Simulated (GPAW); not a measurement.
Reflectivity of TaN (Fm-3m) at normal incidence (GPAW, PBE, RPA, without spin-orbit coupling, line width 0.15 eV (Lorentzian), carrier damping 0.05 eV):

| E (eV) | R (%) |
| --- | --- |
| 1.00 | 96.1 |
| 1.25 | 94.6 |
| 1.50 | 93.7 |
| 1.75 | 92.1 |
| 2.00 | 90.5 |
| 2.25 | 88.0 |
| 2.50 | 84.7 |
| 2.75 | 84.1 |
| 3.00 | 80.4 |
| 3.25 | 70.5 |
| 3.50 | 58.7 |
| 3.75 | 39.1 |
| 4.00 | 23.7 |
| 4.25 | 18.7 |
| 4.50 | 17.8 |
| 4.75 | 17.6 |
| 5.00 | 19.2 |

Question: What colour would a polished face show in daylight?

Answer: Near white: CIE x = 0.319, y = 0.334, luminous reflectivity 88 % under D65, from the mean over the axes.
